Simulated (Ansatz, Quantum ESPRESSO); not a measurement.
## Equation of state of fcc W

How stiff is fcc W under hydrostatic load? Each row relaxes cell and atoms at a set pressure. The symmetry of the cell is held, so distortions that would lower it, which this phase may prefer, aren't tested. The phase is followed to these pressures whether or not it stays the stable one.

Calculated with Ansatz 0.2.0, PBEsol, PAW files of the set soft_1, cutoff 600 eV, Fermi–Dirac smearing 0.05 eV, k-mesh 19×19×19, no spin polarisation, no spin-orbit coupling.

Reference cell, relaxed at zero pressure with PBEsol (Fm-3m): a = 2.8265 Å, b = 2.8265 Å, c = 2.8265 Å, α = 60.00°, β = 60.00°, γ = 60.00°.

```
atom       x       y       z
   W  0.0000  0.0000  0.0000
```

| V (Å³/atom) | V/V0 | P (GPa) | E − E0 (meV/atom) |
| --- | --- | --- | --- |
| 16.1855 | 1.0137 | −4.005 | 2.8 |
| 15.7147 | 0.9842 | 5.008 | 3.9 |
| 15.4807 | 0.9695 | 10.018 | 14.8 |
| 15.0590 | 0.9431 | 19.996 | 54.0 |
| 14.6829 | 0.9196 | 29.998 | 112.5 |

V0 = 15.9674 Å³ an atom, where the residual pressure P0 is −0.001 GPa. **Question.** Fit the Birch–Murnaghan law and give the pressure and the energy at V = 15.2631 Å³ an atom, a row left out above.

With the Eulerian strain f = ½[(V0/V)^(2/3) − 1] and F = (P − P0)/[3f(1 + 2f)^(5/2)], the third-order law is the line F = B0 + (3/2) B0 (B′ − 4) f.

| f | F (GPa) |
| --- | --- |
| 0.02875 | 302.43 |
| 0.01991 | 303.64 |
| 0.01043 | 304.23 |
| 0.00535 | 304.13 |
| −0.00450 | 303.25 |

A straight line through the 5 rows: the means are 0.01199 for f and 303.54 for F, Σ(Δx)² = 0.0006621 and ΣΔxΔy = −0.01802, so the slope is −0.01802/0.0006621 = −27.223 and the intercept 303.54 − (−27.223)(0.01199) = 303.86.

Hence B0 = 303.9 GPa and B′ = 4 + (−27.2)/(1.5 × 303.9) = 3.94. For the withheld volume f = 0.01527, F = 303.45 GPa and P = 14.98 GPa. The run itself gives 15.01 GPa, so the estimate misses by 0.03 GPa; the fitted rows themselves lie up to 0.06 GPa off the law.

Integrating the same law gives E − E0 = (9/2) B0 V0 f²[1 + (B′ − 4) f] + P0(V0 − V), with 1 GPa Å³ = 6.2415 meV: 31.7 meV an atom. The run itself gives 31.8 meV, so the estimate misses by 0.1 meV, a rounding's worth.

The same fit over all rows at other levels or in other programs gives B0 = 307 GPa with PBEsol (Quantum ESPRESSO, GBRV).

[Logs are printed without paths, hosts, clocks, repeated set-up lines and the standing remarks that a program may print on its own settings, such as how far it seeks lower states.]
